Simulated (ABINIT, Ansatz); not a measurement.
# CsGeCl3 (R3m): bands and cutoff in G0W0 with ABINIT, part 2 of 2

Wanted: a converged G0W0 gap of CsGeCl3 (R3m), or an estimate of the limit.

ABINIT 10.8.3; LDA and many-body steps on it, plane waves. Known limits of the many-body steps: not at the basis limit; no spin-orbit coupling; coarse k mesh.

So far. Step 3 (Screening, 2×2×2 mesh, 86 bands, screening to 76.2 eV): Local fields lower ε∞ by 17 %. On a Γ-centred mesh this coarse the value itself is usually too large, while a short band sum pulls it down. Step 4 (86 bands, 76.2 eV): The gap on the mesh goes from 1.98 eV to 3.61 eV, a correction of +1.64 eV.

### 6. 224 bands, 141.5 eV

This step: G0W0 on LDA, plane waves, norm-conserving pseudopotentials.

run.abi

```
acell 3*1.0 Angstrom
rprim 
  3.846816390705 2.220960478697 3.178300533600
  -3.846816390705 2.220960478697 3.178300533600
  0.000000000000 -4.441920957394 3.178300533600
ntypat 3
znucl 55 32 17
natom 5
typat 1 2 3 3 3
xred 
  0.998403350000 0.998403350000 0.998403350000
  0.515533150000 0.515533150000 0.515533150000
  0.496712670000 0.496712670000 0.948638170000
  0.496712670000 0.948638170000 0.496712670000
  0.948638170000 0.496712670000 0.496712670000
pp_dirpath "pseudos"
pseudos "Cs.upf, Ge.upf, Cl.upf"
ecut 56
ngkpt 2 2 2
nshiftk 1
shiftk 0 0 0
kptopt 1
chksymbreak 0
istwfk *1
occopt 1
irdwfk 1
optdriver 4
nband 224
gwcalctyp 0
ecutsigx 56
symsigma 1
nkptgw 2
kptgw 
  0.5000000000 0.5000000000 0.5000000000
  0.0000000000 0.0000000000 0.0000000000
bdgw 
  25 28
  24 29
ecuteps 5.2
irdscr 1
ppmodel 1
indata_prefix "in"
outdata_prefix "out"
tmpdata_prefix "tmp"
```

The run is started by

```console
$ OMP_NUM_THREADS=1 mpirun -n 16 abinit run.abi > log
```

Numbers of over 12 decimals in the logs are rounded to 6 here.

Output:

```text
.Version 10.8.3 of ABINIT. v10.8.2 released Aug 2026.

 Symmetries : space group R3 m (#160); Bravais hR (rhombohedral)
[... echo of the input left out ...]
== DATASET  1 ==================================================================
-   mpi_nproc: 16, omp_nthreads: 1 (-1 if OMP is not activated)

--- !DatasetInfo
iteration_state: {dtset: 1, }
dimensions: {natom: 5, nkpt: 4, mband: 224, nsppol: 1, nspinor: 1, nspden: 1, mpw: 22041, }
cutoff_energies: {ecut:  56.0, pawecutdg:  -1.0, }
electrons: {nelect:   5.20000000E+01, charge:   0.00000000E+00, occopt:   1.00000000E+00, tsmear:   1.00000000E-02, }

 SIGMA: Calculation of the GW corrections

 Based on a program developped by R.W. Godby, V. Olevano, G. Onida, and L. Reining.
 Incorporated in ABINIT by V. Olevano, G.-M. Rignanese, and M. Torrent.
.Using double precision arithmetic ; gwpc =  8

[... cell and pseudopotentials left out ...]
--------------------------------------------------------------------------------

 ==== K-mesh for the wavefunctions ====
 Number of points in the irreducible wedge :     4
[... list of points left out ...]
 Together with  6 symmetry operations and time-reversal symmetry
 yields     8 points in the full Brillouin Zone.

 ==== Q-mesh for screening function ====
 Number of points in the irreducible wedge :     4
[... list of points left out ...]
 Together with  6 symmetry operations and time-reversal symmetry
 yields     8 points in the full Brillouin Zone.

 vcoul_init : cutoff-mode = AUXILIARY_FUNCTION
 q-points for optical limit:   1
     1)      0.000010    0.000020    0.000030
 setmesh: FFT mesh size selected  =    72x   72x   72
          total number of points  =       373248

 Number of electrons calculated from density =   52.0000; Expected =   52.0000
[...]
number of omega for Sigma on real axis              0
 max omega for Sigma on real axis  [eV]           0.00
 zcut for avoiding poles [eV]                     0.10

 EPSILON^-1 parameters (SCR file):
 dimension of the eps^-1 matrix on file            619
 dimension of the eps^-1 matrix used               619
 number of plane-waves for wavefunctions         22041
 number of bands                                   224
 number of q-points in IBZ                           4
 number of frequencies                               2
 number of real frequencies                          1
 number of imag frequencies                          1

 matrix elements of self-energy operator (all in [eV])

 Perturbative Calculation

--- !SelfEnergy_ee
iteration_state: {dtset: 1, }
kpoint     : [   0.500,    0.500,    0.500, ]
spin       : 1
KS_gap     :    1.977
QP_gap     :    3.640
Delta_QP_KS:    1.663
data: !SigmaeeData |
     Band     E0 <VxcDFT>   SigX SigC(E0)      Z dSigC/dE  Sig(E)    E-E0       E
       25  -0.190 -14.219 -18.514   2.877   0.771  -0.298 -15.312  -1.093  -1.283
       26   1.959 -14.764 -16.833   1.393   0.787  -0.271 -15.296  -0.532   1.427
       27   3.936 -11.282  -6.604  -3.277   0.807  -0.238 -10.151   1.131   5.067
[...]
--- !SelfEnergy_ee
iteration_state: {dtset: 1, }
kpoint     : [   0.000,    0.000,    0.000, ]
spin       : 1
KS_gap     :    5.520
QP_gap     :    7.284
Delta_QP_KS:    1.764
data: !SigmaeeData |
     Band     E0 <VxcDFT>   SigX SigC(E0)      Z dSigC/dE  Sig(E)    E-E0       E
[...]
28   6.059  -7.267  -2.987  -3.276   0.840  -0.190  -6.424   0.844   6.902
       29   6.059  -7.267  -2.987  -3.276   0.840  -0.190  -6.424   0.844   6.902

== END DATASET(S) ==============================================================
================================================================================

 -outvars: echo values of variables after computation  --------
           etotal      0.0000000000E+00
            nband         224
             nkpt           4
          spgroup         160
 [... the other variables as echoed above ...]

 Calculation completed.
```

It took 17 s on 16 MPI ranks of Arm Neoverse V1, shared host; peak memory 6.1 GiB.

Numbers from this step:

```yaml
g0w0_gap_on_the_points_computed: 3.64 eV
starting_gap_on_the_mesh: 1.977 eV
k_of_the_valence_top: 0.5, 0.5, 0.5
k_of_the_conduction_bottom: 0.5, 0.5, 0.5
z_at_the_valence_top: 0.787
z_at_the_conduction_bottom: 0.807
least_direct_g0w0_gap_on_the_computed_points: 3.64 eV
```

Against G0W0 in ABINIT (2×2×2 mesh, 86 bands, screening to 76.2 eV, Godby-Needs plasmon pole), the gap moves by +0.026 eV.

### 7. Screening, 2×2×2 mesh, 512 bands, screening to 217.7 eV

This step: RPA screening on LDA, plane waves, norm-conserving pseudopotentials.

Edit run.abi of step 6 so:

```diff
@@ -26,17 +26,8 @@
 irdwfk 1
-optdriver 4
-nband 224
-gwcalctyp 0
-ecutsigx 56
-symsigma 1
-nkptgw 2
-kptgw 
-  0.5000000000 0.5000000000 0.5000000000
-  0.0000000000 0.0000000000 0.0000000000
-bdgw 
-  25 28
-  24 29
-ecuteps 5.2
-irdscr 1
-ppmodel 1
+optdriver 3
+nband 512
+ecuteps 8
+inclvkb 2
+awtr 1
+symchi 1
 indata_prefix "in"
```

Output:

```text
.Version 10.8.3 of ABINIT. v10.8.2 released Aug 2026.

 Symmetries : space group R3 m (#160); Bravais hR (rhombohedral)
[... echo of the input left out ...]
== DATASET  1 ==================================================================
-   mpi_nproc: 16, omp_nthreads: 1 (-1 if OMP is not activated)

--- !DatasetInfo
iteration_state: {dtset: 1, }
dimensions: {natom: 5, nkpt: 4, mband: 512, nsppol: 1, nspinor: 1, nspden: 1, mpw: 22041, }
cutoff_energies: {ecut:  56.0, pawecutdg:  -1.0, }
[...]
--------------------------------------------------------------------------------
[... chi0 elements left out ...]
 For q-point:  0.000010 0.000020 0.000030
  dielectric constant =   5.9647
  dielectric constant without local fields =   7.2370

  Average fulfillment of the sum rule on Im[epsilon] for q-point    1 :     69.55  [%]
[... wings left out ...]
  q-point number  2        q = ( 0.500000, 0.000000, 0.000000) [r.l.u.]
--------------------------------------------------------------------------------
[... chi0 elements left out ...]
  Average fulfillment of the sum rule on Im[epsilon] for q-point    2 :     71.63  [%]

 [... 2 further q-points ...]
```

The job ended after 3.5 min (16 MPI ranks; peak memory 13 GiB; 56 min of CPU time).

Numbers from this step:

```yaml
eps_infinity_with_local_fields_on_this_mesh_along_the_program_s_q_direction: 5.965
the_same_without_local_fields: 7.237
plasma_frequency: 20.98 eV
plane_waves_in_the_screening_matrix: 1207
```

### 8. 512 bands, 217.7 eV

This step: G0W0 on LDA, plane waves, norm-conserving pseudopotentials.

Edit run.abi of step 7 so:

```diff
@@ -26,8 +26,17 @@
 irdwfk 1
-optdriver 3
+optdriver 4
 nband 512
+gwcalctyp 0
+ecutsigx 56
+symsigma 1
+nkptgw 2
+kptgw 
+  0.5000000000 0.5000000000 0.5000000000
+  0.0000000000 0.0000000000 0.0000000000
+bdgw 
+  25 28
+  24 29
 ecuteps 8
-inclvkb 2
-awtr 1
-symchi 1
+irdscr 1
+ppmodel 1
 indata_prefix "in"
```

Output:

```text
.Version 10.8.3 of ABINIT. v10.8.2 released Aug 2026.

 Symmetries : space group R3 m (#160); Bravais hR (rhombohedral)
[... echo of the input left out ...]
== DATASET  1 ==================================================================
-   mpi_nproc: 16, omp_nthreads: 1 (-1 if OMP is not activated)

--- !DatasetInfo
iteration_state: {dtset: 1, }
dimensions: {natom: 5, nkpt: 4, mband: 512, nsppol: 1, nspinor: 1, nspden: 1, mpw: 22041, }
cutoff_energies: {ecut:  56.0, pawecutdg:  -1.0, }
[...]
Band     E0 <VxcDFT>   SigX SigC(E0)      Z dSigC/dE  Sig(E)    E-E0       E
[...]
28   6.059  -7.267  -2.987  -3.402   0.840  -0.191  -6.530   0.737   6.796
       29   6.059  -7.267  -2.987  -3.402   0.840  -0.191  -6.530   0.737   6.796

== END DATASET(S) ==============================================================
================================================================================

 -outvars: echo values of variables after computation  --------
           etotal      0.0000000000E+00
            nband         512
             nkpt           4
          spgroup         160
 [... the other variables as echoed above ...]

 Calculation completed.
```

The job ended after 94 s (16 MPI ranks; peak memory 13 GiB).

Numbers from this step:

```yaml
g0w0_gap_on_the_points_computed: 3.722 eV
starting_gap_on_the_mesh: 1.977 eV
k_of_the_valence_top: 0.5, 0.5, 0.5
k_of_the_conduction_bottom: 0.5, 0.5, 0.5
least_direct_g0w0_gap_on_the_computed_points: 3.722 eV
```

Against G0W0 in ABINIT (2×2×2 mesh, 224 bands, screening to 141.5 eV, Godby-Needs plasmon pole), the gap moves by +0.082 eV.

### 9. Side by side

Times are wall times on 16 MPI ranks of Arm Neoverse V1, shared host, good to a factor of about two. A run's time includes the screening step that it read.

```csv
run,mesh,bands,screening cutoff (eV),DFT gap (eV),gap on the mesh (eV),direct (eV),ε∞ used,time
"86 bands, 76.2 eV",2×2×2,86,76.2,1.977,3.614,3.614,5.96,25 s
"224 bands, 141.5 eV",2×2×2,224,141.5,1.977,3.640,3.640,5.96,72 s
"512 bands, 217.7 eV",2×2×2,512,217.7,1.977,3.722,3.722,5.96,5.1 min
```

### 10. Outcome

```
86 bands, 76.2 eV   : 3.614 eV
224 bands, 141.5 eV : 3.640 eV
512 bands, 217.7 eV : 3.722 eV
known limits        : not at the basis limit; no spin-orbit coupling; coarse k mesh
```

In words: From the first rung to the last the gap moves by +0.11 eV for 12 times the time. The steps are not yet shrinking, so no limit is drawn. In the first G0W0 run levels were corrected at 2 k points alone, so a gap called «on the mesh» is the least over those, and an edge elsewhere would be missed. The 2×2×2 mesh is coarse for this cell, which bears on the long-range parts of exchange and screening. The many-body steps are scalar-relativistic: spin-orbit coupling is not in them.

[Paths, hosts, dates, memory and timing lines, banners, echoed tables and standing remarks are left out of the program output.]

[Logs are printed without paths, hosts, clocks, repeated set-up lines and the standing remarks that a program may print on its own settings, such as how far it seeks lower states.]

[Runs of the session that timed out or met a known fault of the program may be left out.]

[No measured gap is set beside runs whose start may be inverted or whose files or cutoffs have a known fault.]

[Hosts, paths, dates, database ids (printed as entryN), source tags and the programs' standing remarks are cut or masked in the printed files.]

[G0W0 gaps are taken among the corrected bands and points alone; a level outside them can change the order at an edge.]

[Where Ansatz stands beside ABINIT at settings called matched, ABINIT's density can come from a denser mesh and the files from another edition; pairs whose starting gaps differed by over 0.03 eV were left out, so agreement reads better than it is.]
